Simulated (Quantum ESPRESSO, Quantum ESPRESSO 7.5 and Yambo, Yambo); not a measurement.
## Quasiparticle gap of SiO2 (Quartz) in Yambo

Wanted: ground state, empty states, screening and self-energy for SiO2 (Quartz).

Calculated with Quantum ESPRESSO 7.5 and Yambo 5.3.0; LDA and many-body steps on it, plane waves.

### Step 1. The starting structure

Symmetry: P3_121, No. 152, trigonal system. Conventional cell: a = 4.916 Å, b = 4.916 Å, c = 5.409 Å, α = 90.00°, β = 90.00°, γ = 120.00°. Si has 4 O at 1.61 Å nearest. O has 2 Si at 1.61 Å nearest. Farther neighbours and most contacts between anions are not listed.

The cell and positions come from the Crystallography Open Database and are kept as given unless a step says otherwise.

### Step 2. Ground state

This step: Quantum ESPRESSO 7.5; DFT, LDA, plane waves, norm-conserving pseudopotentials.

The ground-state density comes first.

Contents of pw.in:

```
&control
  calculation = 'scf'
  prefix = 'x'
  outdir = 'o'
  pseudo_dir = 'pseudo'
/
&system
  ibrav = 0
  nat = 9
  ntyp = 2
  ecutwfc = 72.0
  nbnd = 32
  force_symmorphic = .true.
/
&electrons
  conv_thr = 1e-10
  electron_maxstep = 80
  mixing_beta = 0.5
/
ATOMIC_SPECIES
  Si 28.085 Si.upf
  O 15.999 O.upf
CELL_PARAMETERS angstrom
  4.9158000000 0.0000000000 0.0000000000
  -2.4579000000 4.2572076799 0.0000000000
  0.0000000000 0.0000000000 5.4091000000
ATOMIC_POSITIONS crystal
  Si 0.5303000000 0.0000000000 0.3333333333
  Si 0.0000000000 0.5303000000 0.6666666667
  Si 0.4697000000 0.4697000000 0.0000000000
  O 0.1462000000 0.4142000000 0.8810000000
  O 0.5858000000 0.7320000000 0.2143333333
  O 0.2680000000 0.8538000000 0.5476666667
  O 0.4142000000 0.1462000000 0.1190000000
  O 0.7320000000 0.5858000000 0.7856666667
  O 0.8538000000 0.2680000000 0.4523333333
K_POINTS automatic
  6 6 4 0 0 0
```

Run with:

```console
OMP_NUM_THREADS=1 mpirun -n 4 pw.x -nk 4 -in pw.in > pw.out
```

Output:

```text
Program PWSCF v.7.5 starts

     This program is part of the open-source Quantum ESPRESSO suite
     for quantum simulation of materials; please cite
         "P. Giannozzi et al., J. Phys.:Condens. Matter 21 395502 (2009);
         "P. Giannozzi et al., J. Phys.:Condens. Matter 29 465901 (2017);
         "P. Giannozzi et al., J. Chem. Phys. 152 154105 (2020);
     in publications or presentations arising from this work. More details at
     Message from routine setup:
     using ibrav=0 with symmetry is DISCOURAGED, use correct ibrav instead

     G-vector sticks info

     bravais-lattice index     =            0
     lattice parameter (alat)  =       9.2895  a.u.
     unit-cell volume          =     763.9073 (a.u.)^3
     number of atoms/cell      =            9
     number of atomic types    =            2
     number of electrons       =        48.00
     number of Kohn-Sham states=           32
     kinetic-energy cutoff     =      72.0000  Ry
     charge density cutoff     =     288.0000  Ry
     scf convergence threshold =      1.0E-10
     mixing beta               =       0.5000
     number of iterations used =            8  plain     mixing
     Exchange-correlation= SLA  PW   NOGX NOGC
                           (   1   4   0   0   0   0   0)

     celldm(1)=   9.289516  celldm(2)=   0.000000  celldm(3)=   0.000000
     celldm(4)=   0.000000  celldm(5)=   0.000000  celldm(6)=   0.000000

     crystal axes: (cart. coord. in units of alat)
               a(1) = (   1.000000   0.000000   0.000000 )
               a(2) = (  -0.500000   0.866025   0.000000 )
               a(3) = (   0.000000   0.000000   1.100350 )

     reciprocal axes: (cart. coord. in units 2 pi/alat)
               b(1) = (  1.000000  0.577350 -0.000000 )
               b(2) = (  0.000000  1.154701  0.000000 )
               b(3) = (  0.000000 -0.000000  0.908802 )
     Pseudo is Norm-conserving + core correction, Zval =  4.0
     Generated using ONCVPSP code by D. R. Hamann
     Using radial grid of 1510 points,  6 beta functions with:
     Pseudo is Norm-conserving + core correction, Zval =  6.0
     Generated using ONCVPSP code by D. R. Hamann
     Using radial grid of  926 points,  5 beta functions with:
     Si                4.00    28.08500     Si( 1.00)
     O                 6.00    15.99900     O ( 1.00)

      2 Sym. Ops. (no inversion) found

   Cartesian axes

     site n.     atom                  positions (alat units)
         1        Si     tau(   1) = (   0.5303000   0.0000000   0.3667833  )
         2        Si     tau(   2) = (  -0.2651500   0.4592533   0.7335666  )
         3        Si     tau(   3) = (   0.2348500   0.4067721   0.0000000  )
         4        O      tau(   4) = (  -0.0609000   0.3587077   0.9694083  )
         5        O      tau(   5) = (   0.2198000   0.6339306   0.2358417  )
         6        O      tau(   6) = (  -0.1589000   0.7394125   0.6026250  )
         7        O      tau(   7) = (   0.3411000   0.1266129   0.1309416  )
         8        O      tau(   8) = (   0.4391000   0.5073177   0.8645082  )
         9        O      tau(   9) = (   0.7198000   0.2320948   0.4977249  )

     number of k points=    47
                       cart. coord. in units 2pi/alat
        k(    1) = (   0.0000000   0.0000000   0.0000000), wk =   0.0138889
        k(    2) = (   0.0000000   0.0000000   0.2272005), wk =   0.0277778
        k(    3) = (   0.0000000   0.0000000  -0.4544009), wk =   0.0138889
        k(    4) = (   0.0000000   0.1924501   0.0000000), wk =   0.0555556
        k(    5) = (   0.0000000   0.1924501   0.2272005), wk =   0.0555556
        k(    6) = (   0.0000000   0.1924501  -0.4544009), wk =   0.0555556
        k(    7) = (   0.0000000   0.3849002   0.0000000), wk =   0.0555556
        k(    8) = (   0.0000000   0.3849002   0.2272005), wk =   0.0555556
        k(    9) = (   0.0000000   0.3849002  -0.4544009), wk =   0.0555556
        k(   10) = (   0.0000000  -0.5773503   0.0000000), wk =   0.0277778
     [... 35 further rows ...]
        k(   46) = (  -0.1666667   0.4811252   0.4544009), wk =   0.0555556
        k(   47) = (  -0.3333333   0.3849002  -0.4544009), wk =   0.0555556

     Dense  grid:    63145 G-vectors     FFT dimensions: (  54,  54,  60)

     Initial potential from superposition of free atoms

     starting charge      47.9983, renormalised to      48.0000
     Starting wfcs are   36 randomized atomic wfcs

     per-process dynamical memory:    98.6 Mb

     Self-consistent Calculation

     iteration #  1     ecut=    72.00 Ry     beta= 0.50

     total energy              =    -223.97167319 Ry
     estimated scf accuracy    <       2.24146241 Ry

     iteration #  2     ecut=    72.00 Ry     beta= 0.50

     total energy              =    -224.59935184 Ry
     estimated scf accuracy    <       0.20629965 Ry

     iteration #  3     ecut=    72.00 Ry     beta= 0.50

     total energy              =    -224.61591532 Ry
     estimated scf accuracy    <       0.02036882 Ry

     iteration #  4     ecut=    72.00 Ry     beta= 0.50

     total energy              =    -224.61966032 Ry
     estimated scf accuracy    <       0.00942103 Ry

     iteration #  5     ecut=    72.00 Ry     beta= 0.50

     total energy              =    -224.62063496 Ry
     estimated scf accuracy    <       0.00041027 Ry

     iteration #  6     ecut=    72.00 Ry     beta= 0.50

     total energy              =    -224.62073849 Ry
     estimated scf accuracy    <       0.00002121 Ry

     iteration #  7     ecut=    72.00 Ry     beta= 0.50

     total energy              =    -224.62075070 Ry
     estimated scf accuracy    <       0.00000946 Ry

     iteration #  8     ecut=    72.00 Ry     beta= 0.50

     total energy              =    -224.62075032 Ry
     estimated scf accuracy    <       0.00000156 Ry

     iteration #  9     ecut=    72.00 Ry     beta= 0.50

     total energy              =    -224.62075091 Ry
     estimated scf accuracy    <       0.00000056 Ry

     iteration # 10     ecut=    72.00 Ry     beta= 0.50

     total energy              =    -224.62075102 Ry
     estimated scf accuracy    <          4.9E-10 Ry

     iteration # 11     ecut=    72.00 Ry     beta= 0.50

     total energy              =    -224.62075102 Ry
     estimated scf accuracy    <          3.9E-09 Ry

     iteration # 12     ecut=    72.00 Ry     beta= 0.50

     End of self-consistent calculation

          k = 0.0000 0.0000 0.0000 (  7935 PWs)   bands (ev):

   -16.9641 -15.3827 -15.3827 -14.7118 -14.6689 -14.6689  -6.1251  -6.1251
    -3.3212  -3.2978  -3.1291  -3.1291  -0.8184  -0.8183  -0.5568  -0.3047
     0.6468   0.6468   0.6786   1.1626   1.1626   1.4807   1.8479   1.8479
     7.9734  11.2099  11.2099  11.6827  11.6827  12.8621  13.5933  14.0941

          k = 0.0000 0.0000 0.2272 (  7924 PWs)   bands (ev):

   -16.8390 -15.9621 -14.9056 -14.7089 -14.6873 -14.6506  -6.9287  -5.0908
    -3.5488  -3.4156  -3.3689  -2.7517  -0.8865  -0.5766  -0.4701  -0.1170
     0.3693   0.5333   0.6310   0.6695   1.0804   1.6362   1.9466   2.0770
     8.5659  11.0740  11.1225  11.1689  12.1309  12.7073  13.1348  14.1221

          k = 0.0000 0.0000-0.4544 (  7912 PWs)   bands (ev):

   -16.4840 -16.4840 -14.7153 -14.7006 -14.7006 -14.6426  -7.2351  -4.1442
    -4.1442  -3.4963  -3.4963  -2.5498  -0.5763  -0.5763  -0.4975   0.1285
     0.1285   0.3164   0.3164   0.6114   0.9419   1.9613   1.9613   2.0849
     9.8994   9.8994  10.8994  11.6697  11.6697  12.5348  13.5264  13.5264

          k = 0.0000 0.1925 0.0000 (  7910 PWs)   bands (ev):

     [... further k-points ...]

     highest occupied, lowest unoccupied level (ev):     2.1721    7.9734

!    total energy              =    -224.62075102 Ry
     estimated scf accuracy    <          5.7E-12 Ry

     The total energy is the sum of the following terms:
     one-electron contribution =    -102.57986540 Ry
     hartree contribution      =      76.71617439 Ry
     xc contribution           =     -59.91996543 Ry
     ewald contribution        =    -138.83709458 Ry

     convergence has been achieved in  12 iterations

     XML data file, charge density, pseudopotentials, collected wavefunctions

=------------------------------------------------------------------------------=
   JOB DONE.
=------------------------------------------------------------------------------=
```

Elapsed: 88 s, on 4 MPI ranks of Arm Neoverse V1, shared host; peak memory 0.59 GiB; 5.8 min of CPU time.

Numbers from this step:

| Property | Result |
| --- | --- |
| total energy | -3056.1210 eV |
| gap | 5.801 eV |
| k of the valence top | 0.3333, 0.3333, 0 |
| k of the conduction bottom | 0, 0, 0 |
| least direct gap | 6.125 eV |

The gap is indirect, with the least direct gap 0.32 eV higher.

### Step 3. Bands along the symmetry lines

Levels along a band path, at the cheap level, show where the edges lie and whether the meshes to come will hold them.

Contents of pw.in:

```
&control
  calculation = 'bands'
  prefix = 'x'
  outdir = 'o'
  pseudo_dir = 'pseudo'
/
&system
  ibrav = 0
  nat = 9
  ntyp = 2
  ecutwfc = 72.0
  nbnd = 30
  force_symmorphic = .true.
/
&electrons
  conv_thr = 1e-9
  electron_maxstep = 80
  diago_full_acc = .true.
  diago_thr_init = 5e-6
/
ATOMIC_SPECIES
  Si 28.085 Si.upf
  O 15.999 O.upf
CELL_PARAMETERS angstrom
  4.9158000000 0.0000000000 0.0000000000
  -2.4579000000 4.2572076799 0.0000000000
  0.0000000000 0.0000000000 5.4091000000
ATOMIC_POSITIONS crystal
  Si 0.5303000000 0.0000000000 0.3333333333
  Si 0.0000000000 0.5303000000 0.6666666667
  Si 0.4697000000 0.4697000000 0.0000000000
  O 0.1462000000 0.4142000000 0.8810000000
  O 0.5858000000 0.7320000000 0.2143333333
  O 0.2680000000 0.8538000000 0.5476666667
  O 0.4142000000 0.1462000000 0.1190000000
  O 0.7320000000 0.5858000000 0.7856666667
  O 0.8538000000 0.2680000000 0.4523333333
K_POINTS crystal
  75
  0.00000000 0.00000000 0.00000000 1
  0.06250000 0.00000000 0.00000000 1
  0.12500000 0.00000000 0.00000000 1
  0.18750000 0.00000000 0.00000000 1
  0.25000000 0.00000000 0.00000000 1
  0.31250000 0.00000000 0.00000000 1
  0.37500000 0.00000000 0.00000000 1
  0.43750000 0.00000000 0.00000000 1
  0.50000000 0.00000000 0.00000000 1
  0.47916667 0.04166667 0.00000000 1
  0.45833333 0.08333333 0.00000000 1
  0.43750000 0.12500000 0.00000000 1
  0.41666666 0.16666666 0.00000000 1
  0.39583333 0.20833333 0.00000000 1
  0.37500000 0.25000000 0.00000000 1
  0.35416666 0.29166666 0.00000000 1
  0.33333333 0.33333333 0.00000000 1
  0.29166666 0.29166666 0.00000000 1
  0.25000000 0.25000000 0.00000000 1
  0.20833333 0.20833333 0.00000000 1
  0.16666666 0.16666666 0.00000000 1
  0.12500000 0.12500000 0.00000000 1
  0.08333333 0.08333333 0.00000000 1
  0.04166667 0.04166667 0.00000000 1
  0.00000000 0.00000000 0.00000000 1
  0.00000000 0.00000000 0.06250000 1
  0.00000000 0.00000000 0.12500000 1
  0.00000000 0.00000000 0.18750000 1
  0.00000000 0.00000000 0.25000000 1
  0.00000000 0.00000000 0.31250000 1
  0.00000000 0.00000000 0.37500000 1
  0.00000000 0.00000000 0.43750000 1
  0.00000000 0.00000000 0.50000000 1
  0.06250000 0.00000000 0.50000000 1
  0.12500000 0.00000000 0.50000000 1
  0.18750000 0.00000000 0.50000000 1
  0.25000000 0.00000000 0.50000000 1
  0.31250000 0.00000000 0.50000000 1
  0.37500000 0.00000000 0.50000000 1
  0.43750000 0.00000000 0.50000000 1
  0.50000000 0.00000000 0.50000000 1
  0.47916667 0.04166667 0.50000000 1
  0.45833333 0.08333333 0.50000000 1
  0.43750000 0.12500000 0.50000000 1
  0.41666666 0.16666666 0.50000000 1
  0.39583333 0.20833333 0.50000000 1
  0.37500000 0.25000000 0.50000000 1
  0.35416666 0.29166666 0.50000000 1
  0.33333333 0.33333333 0.50000000 1
  0.29166666 0.29166666 0.50000000 1
  0.25000000 0.25000000 0.50000000 1
  0.20833333 0.20833333 0.50000000 1
  0.16666666 0.16666666 0.50000000 1
  0.12500000 0.12500000 0.50000000 1
  0.08333333 0.08333333 0.50000000 1
  0.04166667 0.04166667 0.50000000 1
  0.00000000 0.00000000 0.50000000 1
  0.50000000 0.00000000 0.50000000 1
  0.50000000 0.00000000 0.43750000 1
  0.50000000 0.00000000 0.37500000 1
  0.50000000 0.00000000 0.31250000 1
  0.50000000 0.00000000 0.25000000 1
  0.50000000 0.00000000 0.18750000 1
  0.50000000 0.00000000 0.12500000 1
  0.50000000 0.00000000 0.06250000 1
  0.50000000 -0.00000000 0.00000000 1
  0.33333333 0.33333333 0.50000000 1
  0.33333333 0.33333333 0.43750000 1
  0.33333333 0.33333333 0.37500000 1
  0.33333333 0.33333333 0.31250000 1
  0.33333333 0.33333333 0.25000000 1
  0.33333333 0.33333333 0.18750000 1
  0.33333333 0.33333333 0.12500000 1
  0.33333333 0.33333333 0.06250000 1
  0.33333333 0.33333333 0.00000000 1
```

Output:

```text
[banner, memory and clock lines left out]
Program PWSCF v.7.5 starts

     Atomic positions and unit cell read from directory:
     o/x.save/

     Message from routine setup:
     using ibrav=0 with symmetry is DISCOURAGED, use correct ibrav instead

     G-vector sticks info

     bravais-lattice index     =            0
     lattice parameter (alat)  =       9.2895  a.u.
     unit-cell volume          =     763.9073 (a.u.)^3
     number of atoms/cell      =            9
     number of atomic types    =            2
     number of electrons       =        48.00
     number of Kohn-Sham states=           30
     kinetic-energy cutoff     =      72.0000  Ry
     charge density cutoff     =     288.0000  Ry
     Exchange-correlation= SLA  PW   NOGX NOGC
                           (   1   4   0   0   0   0   0)

     celldm(1)=   9.289516  celldm(2)=   0.000000  celldm(3)=   0.000000
     celldm(4)=   0.000000  celldm(5)=   0.000000  celldm(6)=   0.000000

     crystal axes: (cart. coord. in units of alat)
               a(1) = (   1.000000   0.000000   0.000000 )
               a(2) = (  -0.500000   0.866025   0.000000 )
               a(3) = (   0.000000   0.000000   1.100350 )

     reciprocal axes: (cart. coord. in units 2 pi/alat)
               b(1) = (  1.000000  0.577350 -0.000000 )
               b(2) = (  0.000000  1.154701  0.000000 )
               b(3) = (  0.000000 -0.000000  0.908802 )
     Pseudo is Norm-conserving + core correction, Zval =  4.0
     Generated using ONCVPSP code by D. R. Hamann
     Using radial grid of 1510 points,  6 beta functions with:
     Pseudo is Norm-conserving + core correction, Zval =  6.0
     Generated using ONCVPSP code by D. R. Hamann
     Using radial grid of  926 points,  5 beta functions with:
     Si                4.00    28.08500     Si( 1.00)
     O                 6.00    15.99900     O ( 1.00)

      2 Sym. Ops. (no inversion) found

   Cartesian axes

     site n.     atom                  positions (alat units)
         1        Si     tau(   1) = (   0.5303000   0.0000000   0.3667833  )
         2        Si     tau(   2) = (  -0.2651500   0.4592533   0.7335666  )
         3        Si     tau(   3) = (   0.2348500   0.4067721   0.0000000  )
         4        O      tau(   4) = (  -0.0609000   0.3587077   0.9694083  )
         5        O      tau(   5) = (   0.2198000   0.6339306   0.2358417  )
         6        O      tau(   6) = (  -0.1589000   0.7394125   0.6026250  )
         7        O      tau(   7) = (   0.3411000   0.1266129   0.1309416  )
         8        O      tau(   8) = (   0.4391000   0.5073177   0.8645082  )
         9        O      tau(   9) = (   0.7198000   0.2320948   0.4977249  )

     number of k points=    75
                       cart. coord. in units 2pi/alat
        k(    1) = (   0.0000000   0.0000000   0.0000000), wk =   0.0266667
        k(    2) = (   0.0625000   0.0360844   0.0000000), wk =   0.0266667
        k(    3) = (   0.1250000   0.0721688   0.0000000), wk =   0.0266667
[...]
[... 63 further rows ...]
        k(   74) = (   0.3333333   0.5773503   0.0568001), wk =   0.0266667
        k(   75) = (   0.3333333   0.5773503   0.0000000), wk =   0.0266667

     Dense  grid:    63145 G-vectors     FFT dimensions: (  54,  54,  60)

     The potential is recalculated from file :
     o/x.save/charge-density

     Starting wfcs are   36 randomized atomic wfcs

     Band Structure Calculation

     End of band structure calculation

          k = 0.0000 0.0000 0.0000 (  7935 PWs)   bands (ev):

   -16.9641 -15.3827 -15.3827 -14.7118 -14.6689 -14.6689  -6.1251  -6.1251
    -3.3212  -3.2978  -3.1291  -3.1291  -0.8184  -0.8184  -0.5568  -0.3047
     0.6468   0.6468   0.6786   1.1626   1.1626   1.4807   1.8479   1.8479
     7.9734  11.2100  11.2100  11.6827  11.6827  12.8622

          k = 0.0625 0.0361 0.0000 (  7921 PWs)   bands (ev):

[...]
8.0359  11.2057  11.2190  11.6827  11.7042  12.8847

          k = 0.1250 0.0722 0.0000 (  7911 PWs)   bands (ev):

[...]
8.2162  11.1989  11.2433  11.6937  11.7651  12.9271

[...]
k = 0.3333 0.5774 0.0568 (  7869 PWs)   bands (ev):

[...]
10.8635  10.9012  11.3608  12.2990  12.3534  12.4203

          k = 0.3333 0.5774 0.0000 (  7866 PWs)   bands (ev):

[...]
-4.5856  -3.2142  -3.2142  -2.4162  -0.8024  -0.8024  -0.7728   0.0880
     0.0880   0.2600   0.4287   0.9225   0.9225   1.7335   1.7335   2.1721
    10.8717  10.8717  11.3483  12.3046  12.4124  12.4124

     XML data file, pseudopotentials, collected wavefunctions
```

Run time: 44 s. Hardware: 4 MPI ranks; peak memory 0.38 GiB.

This step gave:

```yaml
gap: 5.801 eV
k_of_the_valence_top: 0.3333, 0.3333, 0
k_of_the_conduction_bottom: 0, 0, 0
least_direct_gap: 6.103 eV
```

The gap is 5.801 eV, as in the run before at this level.

Electronic bands along the path, in eV, zero at the top of the highest filled band:

| point | band 21 | band 22 | band 23 | band 24 | band 25 | band 26 | band 27 | band 28 |
| --- | --- | --- | --- | --- | --- | --- | --- | --- |
| Γ | -1.01 | -0.69 | -0.32 | -0.32 | 5.80 | 9.04 | 9.04 | 9.51 |
| halfway | -1.02 | -0.85 | -0.24 | -0.16 | 6.68 | 9.06 | 9.14 | 9.62 |
| M | -1.06 | -0.79 | -0.27 | -0.03 | 8.05 | 8.76 | 9.45 | 9.49 |
| halfway | -1.12 | -0.63 | -0.32 | -0.02 | 8.24 | 8.82 | 9.37 | 9.67 |
| K | -1.25 | -0.44 | -0.44 | 0.00 | 8.70 | 8.70 | 9.18 | 10.13 |
| halfway | -0.93 | -0.88 | -0.25 | -0.11 | 6.92 | 9.07 | 9.23 | 9.66 |
| Γ | -1.01 | -0.69 | -0.32 | -0.32 | 5.80 | 9.04 | 9.04 | 9.51 |
| halfway | -1.09 | -0.54 | -0.23 | -0.10 | 6.39 | 8.90 | 8.95 | 9.00 |
| A | -1.23 | -0.21 | -0.21 | -0.09 | 7.73 | 7.73 | 8.73 | 9.50 |
| halfway | -1.10 | -0.45 | -0.42 | -0.15 | 8.14 | 8.25 | 9.08 | 9.46 |
| L | -0.90 | -0.84 | -0.61 | -0.19 | 8.79 | 9.21 | 9.37 | 9.50 |
| halfway | -0.87 | -0.85 | -0.63 | -0.33 | 8.82 | 9.36 | 9.46 | 9.57 |
| H | -0.95 | -0.78 | -0.60 | -0.60 | 8.90 | 9.51 | 9.51 | 9.86 |
| halfway | -1.07 | -0.54 | -0.39 | -0.23 | 8.27 | 8.39 | 9.15 | 9.64 |
| A | -1.23 | -0.21 | -0.21 | -0.09 | 7.73 | 7.73 | 8.73 | 9.50 |
| jump to L | -0.90 | -0.84 | -0.61 | -0.19 | 8.79 | 9.21 | 9.37 | 9.50 |
| halfway | -0.98 | -0.73 | -0.45 | -0.12 | 8.35 | 8.87 | 9.30 | 9.78 |
| M | -1.06 | -0.79 | -0.27 | -0.03 | 8.05 | 8.76 | 9.45 | 9.49 |
| jump to H | -0.95 | -0.78 | -0.60 | -0.60 | 8.90 | 9.51 | 9.51 | 9.86 |
| halfway | -1.03 | -0.56 | -0.51 | -0.20 | 8.77 | 8.96 | 9.36 | 9.97 |
| K | -1.25 | -0.44 | -0.44 | 0.00 | 8.70 | 8.70 | 9.18 | 10.13 |

(Continued in part 2 of 3.)

[Paths, hosts, dates, memory and timing lines, banners, echoed tables and standing remarks are left out of the program output.]

[Logs are printed without paths, hosts, clocks, repeated set-up lines and the standing remarks that a program may print on its own settings, such as how far it seeks lower states.]

[Runs of the session that timed out or met a known fault of the program may be left out.]

[Hosts, paths, dates, database ids (printed as entryN), source tags and the programs' standing remarks are cut or masked in the printed files.]
